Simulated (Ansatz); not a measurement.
# k-point convergence of GW for SiC (F-43m)

Aim: the G0W0 gap of SiC (F-43m) on a series of meshes, at fixed bands and cutoff.

Main program and level: Ansatz 0.2.0; G0W0 on PBE, plane waves, PAW; PAW set soft_1.

This is a report of a sequence of runs, with the program logs left out and the cost of each run kept.

### Step 1. The system as given

Symmetry: F-43m, No. 216, cubic system. The conventional cell has a = 4.358 Å, b = 4.358 Å, c = 4.358 Å, α = 90.00°, β = 90.00°, γ = 90.00°. Nearest to Si lie 4 C at 1.89 Å. Nearest to C lie 4 Si at 1.89 Å. Farther neighbours, and contacts between anions beyond the nearest, are not listed.

The cell and positions come from the Crystallography Open Database and are kept as given unless a step says otherwise.

### Step 2. The 4×4×4 mesh

Now the one-shot GW correction: screening in the RPA, then the self-energy of the levels asked for. This step takes PAW set soft_1 files.

Contents of input.yaml:

```yaml
crystal:
  lattice:
    - [0.0, 2.179, 2.179]
    - [2.179, 0.0, 2.179]
    - [2.179, 2.179, 0.0]
  atoms:
    - { symbol: Si, position: [0.0, 0.0, 0.0] }
    - { symbol: C, position: [0.25, 0.25, 0.25] }
kpoints:
  mp_grid: { grid: [4, 4, 4] }
hamiltonian:
  xc: pbe
  pseudopotentials: { kind: paw, azcp: { folder: soft_1 } }
scf:
  occupations: { method: fixed }
gw:
  n_empty_bands: 46
  ecut_chi: 100
  qp_bands: [v2, c2]
  qp_kpoints: band_edges
  screening: { model: contour_deformation }
```

Started as:

```
> ansatz run input.yaml --threads 3 --pin off --max-ram 92160MiB --backend cuda --events-out ev --progress --plain --runs-dir out --devices 1 --max-vram 13GiB
```

Run time: 5.9 s. Hardware: 1 × NVIDIA H100 80GB HBM3 (shared by 6 runs) with 3 threads of AMD EPYC 7R13 (Zen 3), shared host; peak memory 0.96 GiB; 3.4 s of CPU time.

Read from the output:

```
bands summed                                 : 50
RPA ε∞ on this mesh (eigenvalues)            : 8.895, 8.895, 8.895
plane waves in the screening matrix          : 59
q-points in the mesh                         : 64
G0W0 gap on the mesh                         : 1.962 eV
k of the valence top                         : 0, 0, 0
k of the conduction bottom                   : 0, -0.5, -0.5
starting gap on the mesh                     : 1.313 eV
Z at the valence top                         : 0.7914
Z at the conduction bottom                   : 0.8166
least direct G0W0 gap on the computed points : 5.454 eV
```

The gap on the mesh goes from 1.31 eV to 1.96 eV, a correction of +0.65 eV. Between the two edge states, bare exchange in place of the xc potential would open the gap by 7.22 eV, and correlation takes back 6.57 eV.

### Step 3. The 6×6×6 mesh

Only the mesh changes. It samples the long-range screening, which converges on its own terms.

input.yaml, as its differences from that of step 2:

```diff
@@ -9,3 +9,3 @@
 kpoints:
-  mp_grid: { grid: [4, 4, 4] }
+  mp_grid: { grid: [6, 6, 6] }
 hamiltonian:
```

Wall time 13 s (1 × NVIDIA H100 80GB HBM3 (shared by 6 runs) with 3 threads); peak memory 0.97 GiB.

This step gave:

| Quantity | Value |
| --- | --- |
| bands summed | 50 |
| RPA ε∞ on this mesh (eigenvalues) | 7.145, 7.145, 7.145 |
| plane waves in the screening matrix | 59 |
| q-points in the mesh | 216 |
| G0W0 gap on the mesh | 2.038 eV |
| k of the valence top | 0, 0, 0 |
| k of the conduction bottom | 0, -0.5, -0.5 |
| starting gap on the mesh | 1.354 eV |
| Z at the valence top | 0.7917 |
| Z at the conduction bottom | 0.8184 |
| least direct G0W0 gap on the computed points | 5.512 eV |

Against the run with 4×4×4 mesh, 46 empty bands, screening to 100 eV, PAW set soft_1 files, the gap moves by +0.08 eV, while the start moved by +0.04 eV.

### Step 4. The 8×8×8 mesh

input.yaml, as its differences from that of step 3:

```diff
@@ -9,3 +9,3 @@
 kpoints:
-  mp_grid: { grid: [6, 6, 6] }
+  mp_grid: { grid: [8, 8, 8] }
 hamiltonian:
```

The job ended after 11 s (1 × NVIDIA H100 80GB HBM3 (shared by 6 runs) with 3 threads; peak memory 0.97 GiB).

Read from the output:

```yaml
bands_summed: 50
rpa_eps_infinity_on_this_mesh_eigenvalues: 6.722, 6.722, 6.722
plane_waves_in_the_screening_matrix: 59
g0w0_gap_on_the_mesh: 2.050 eV
k_of_the_valence_top: 0, 0, 0
k_of_the_conduction_bottom: 0, -0.5, -0.5
starting_gap_on_the_mesh: 1.359 eV
least_direct_g0w0_gap_on_the_computed_points: 5.519 eV
```

Against the run with 6×6×6 mesh, 46 empty bands, screening to 100 eV, PAW set soft_1 files, the gap moves by +0.012 eV.

### Step 5. The 10×10×10 mesh

input.yaml, as its differences from that of step 4:

```diff
@@ -9,3 +9,3 @@
 kpoints:
-  mp_grid: { grid: [8, 8, 8] }
+  mp_grid: { grid: [10, 10, 10] }
 hamiltonian:
```

The job ended after 27 s (1 × NVIDIA H100 80GB HBM3 (shared by 6 runs) with 3 threads; peak memory 0.99 GiB).

This step gave:

```yaml
bands_summed: 50
rpa_eps_infinity_on_this_mesh_eigenvalues: 6.615, 6.615, 6.615
plane_waves_in_the_screening_matrix: 59
g0w0_gap_on_the_mesh: 2.051 eV
k_of_the_valence_top: 0, 0, 0
k_of_the_conduction_bottom: 0, -0.5, -0.5
starting_gap_on_the_mesh: 1.360 eV
least_direct_g0w0_gap_on_the_computed_points: 5.519 eV
```

Against the run with 8×8×8 mesh, 46 empty bands, screening to 100 eV, PAW set soft_1 files, the gap moves by +0.001 eV.

### Step 6. The 12×12×12 mesh

input.yaml, as its differences from that of step 5:

```diff
@@ -9,3 +9,3 @@
 kpoints:
-  mp_grid: { grid: [10, 10, 10] }
+  mp_grid: { grid: [12, 12, 12] }
 hamiltonian:
```

Elapsed: 2.6 min, on 1 × NVIDIA H100 80GB HBM3 (shared by 6 runs) with 3 threads; peak memory 1.1 GiB.

Numbers from this step:

```yaml
bands_summed: 50
rpa_eps_infinity_on_this_mesh_eigenvalues: 6.588, 6.588, 6.588
plane_waves_in_the_screening_matrix: 59
g0w0_gap_on_the_mesh: 2.050 eV
k_of_the_valence_top: 0, 0, 0
k_of_the_conduction_bottom: 0, -0.5, -0.5
starting_gap_on_the_mesh: 1.360 eV
least_direct_g0w0_gap_on_the_computed_points: 5.518 eV
```

Against the run with 10×10×10 mesh, 46 empty bands, screening to 100 eV, PAW set soft_1 files, the gap moves by −0.001 eV.

### Step 7. The meshes together

Times are wall times on 1 × NVIDIA H100 80GB HBM3 (shared by 6 runs) with 3 threads of AMD EPYC 7R13 (Zen 3), shared host, good to a factor of about two.

```
    mesh  points  irreducible  start (eV)  G0W0 (eV)  shift (eV)  RPA ε∞ (mean)     time
   4×4×4      64            8       1.313      1.962      +0.649           8.89    5.9 s
   6×6×6     216           16       1.354      2.038      +0.684           7.15     13 s
   8×8×8     512           29       1.359      2.050      +0.691           6.72     11 s
10×10×10    1000           47       1.360      2.051      +0.691           6.61     27 s
12×12×12    1728           72       1.360      2.050      +0.690           6.59  2.6 min
```

### Step 8. Results

| Item | Value |
| --- | --- |
| 4×4×4 | 1.962 eV (shift +0.649) |
| 6×6×6 | 2.038 eV (shift +0.684) |
| 8×8×8 | 2.050 eV (shift +0.691) |
| 10×10×10 | 2.051 eV (shift +0.691) |
| 12×12×12 | 2.050 eV (shift +0.690) |
| settings | PBE start, 46 empty bands, 100 eV |

The shift is +0.65 eV on 4×4×4 and +0.69 eV on 12×12×12; the last step moves it by −0.001 eV. The RPA ε∞ (mean) ranges from 6.59 to 8.89 and ends at 6.59; the coarsest mesh overstates it. From 64 to 1728 points the time grows 26-fold. Bands and cutoff are modest here, so the values stand short of the basis limit.

[Long decimals in the printed logs are rounded to 6 places.]

[Logs are printed without paths, hosts, clocks, repeated set-up lines and the standing remarks that a program may print on its own settings, such as how far it seeks lower states.]

[Paths, hosts, dates, memory and timing lines, banners, echoed tables and standing remarks are left out of the program output; an Ansatz launch command may be rebuilt from the run's recorded settings. Measured values are a selection of at most five: reports struck by readers or far from the other reports are left out. None is set beside runs whose start may be inverted or whose files or cutoffs have a known fault.]

[Runs of the session that timed out or met a known fault of the program may be left out.]

[Cells called generated may have been cut or substituted from an entry of the Crystallography Open Database or the Materials Project.]

[Hosts, paths, dates, database ids (printed as entryN), source tags and the programs' standing remarks are cut or masked in the printed files.]

[Where the starting crystal was built by hand or by swapping elements, it need not be the compound's stable phase.]
